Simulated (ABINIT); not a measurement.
PbF2 (Fluorocronite): G0W0 with ABINIT, start to end. Symmetry: Fm-3m, No. 225, cubic system. The conventional cell has a = 5.927 Å, b = 5.927 Å, c = 5.927 Å, α = 90.00°, β = 90.00°, γ = 90.00°. Pb has 8 F at 2.57 Å nearest. Nearest to F lie 4 Pb at 2.57 Å. Farther neighbours, and contacts between anions beyond the nearest, are not listed. The calculation used RPA screening on PBE with spin-orbit coupling, plane waves, norm-conserving pseudopotentials (and 2 further levels or steps) in ABINIT 10.8.3, with cutoff 36 Ha, PseudoDojo fully relativistic 0.4 stringent, norm-conserving, ngkpt (4, 4, 4), nband 128, ecuteps 4.4 Ha, shiftk (0, 0, 0), symchi 1, awtr 1, frequency ppm, 4×4×4 k-mesh. The PBE gap is 4.06 eV, indirect and the G0W0 gap on the mesh is 5.82 eV. The GW settings are 4×4×4 mesh, 128 bands, screening to 119.7 eV, Godby-Needs plasmon pole and the known limits are short of the basis limit; screening head approximate; coarse k mesh. It took 5 runs, 5.4 min in all on 8 MPI ranks of Arm Neoverse V2, shared host. G0W0 moves the gap on the mesh from 4.06 eV to 5.82 eV (+1.76 eV), with Z of 0.80 and 0.86 at the edges. Local fields lower the RPA ε∞ on this mesh from 4.54 to 3.93; a Γ-centred mesh this coarse tends to raise both, most where the direct gap is narrow, while a short band sum lowers them. The database entry behind the starting cell differs from other determinations of this structure. The program's warnings: Neglecting <n,k|[Vnl,iqr]|m,k>. The cell and positions come from the Crystallography Open Database and are kept as given unless a step says otherwise. This is not the form that PbF2 usually takes at ambient conditions. Limits: screening head approximate. The 4×4×4 mesh is coarse for this cell, which bears on the long-range parts of exchange and screening.

[Paths, hosts, dates, memory and timing lines, banners, echoed tables and standing remarks are left out of the program output; an Ansatz launch command may be rebuilt from the run's recorded settings. Measured values are a selection of at most five: reports struck by readers or far from the other reports are left out. None is set beside runs whose start may be inverted or whose files or cutoffs have a known fault.]

[Runs of the session that timed out or met a known fault of the program may be left out.]

[Hosts, paths, dates, database ids (printed as entryN), source tags and the programs' standing remarks are cut or masked in the printed files.]

[G0W0 gaps are taken among the corrected bands and points alone; a level outside them can change the order at an edge.]

[Where Ansatz stands beside ABINIT at settings called matched, ABINIT's density can come from a denser mesh and the files from another edition; pairs whose starting gaps differed by over 0.03 eV were left out, so agreement reads better than it is.]
